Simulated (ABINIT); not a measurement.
Entries from a set of simulations; values are calculated unless marked as measured.

```
! title: Beyond one shot: SrMg2Bi2 (P-3m1)
! method: RPA screening on PBEsol from quasiparticle energies, plane waves, norm-conserving pseudopotentials (and 5 further levels or steps)
! program: ABINIT 10.8.3
! settings: cutoff 38 Ha, PseudoDojo scalar-relativistic 0.4 stringent, norm-conserving, ngkpt (3, 3, 1), nband 144, ecuteps 3.9 Ha, gwcalctyp 10, inclvkb 2, shiftk (0, 0, 0), symchi 1, awtr 1, frequency ppm, cycle 2, q points all but q = 0, 3×3×1 k-mesh
! cost: 12 runs, 5 min in all on 8 MPI ranks of Arm Neoverse V1, shared host
! notes: The program’s warnings: nproc spkpt=  >= nkpt= * nsppol=. The cell and positions are those that the Materials Project relaxed with its own functionals (PBE, PBE+U or r2SCAN), kept fixed. Limits: no spin-orbit coupling. The first cycle of evGW0 takes the full correction, without the factor Z, so it overshoots the one-shot value. The 3×3×1 mesh is coarse for this cell, which bears on the long-range parts of exchange and screening. On this mesh the RPA ε∞ passes 90, more than nearly any semiconductor shows; a coarse mesh does this where one point with a narrow direct gap carries much weight. The screening is then too strong, and the G0W0 gap should not be taken as the material’s.
! G0W0: 0.865 eV
! evGW0, cycle 1: 0.972 eV
! evGW0, cycle 2: 0.903 eV
! evGW0, cycle 3: 0.913 eV
! evGW, cycle 1: 0.945 eV
! evGW, cycle 2: 0.943 eV
CELL_PARAMETERS angstrom
4.82971 0.00000 0.00000
-2.41486 4.18265 0.00000
0.00000 0.00000 7.98289
ATOMIC_POSITIONS crystal
Sr 0.00000 0.00000 0.00000
Mg 0.66667 0.33333 0.37504
Mg 0.33333 0.66667 0.62496
Bi 0.66667 0.33333 0.74673
Bi 0.33333 0.66667 0.25327
```

[Long decimals in the printed logs are rounded to 6 places.]

[Logs are printed without paths, hosts, clocks, repeated set-up lines and the standing remarks that a program may print on its own settings, such as how far it seeks lower states.]

[Paths, hosts, dates, memory and timing lines, banners, echoed tables and standing remarks are left out of the program output; an Ansatz launch command may be rebuilt from the run's recorded settings. Measured values are a selection of at most five: reports struck by readers or far from the other reports are left out. None is set beside runs whose start may be inverted or whose files or cutoffs have a known fault.]

[Runs of the session that timed out or met a known fault of the program may be left out.]

[Hosts, paths, dates, database ids (printed as entryN), source tags and the programs' standing remarks are cut or masked in the printed files.]

[G0W0 gaps are taken among the corrected bands and points alone; a level outside them can change the order at an edge.]

[Where Ansatz stands beside ABINIT at settings called matched, ABINIT's density can come from a denser mesh and the files from another edition; pairs whose starting gaps differed by over 0.03 eV were left out, so agreement reads better than it is.]
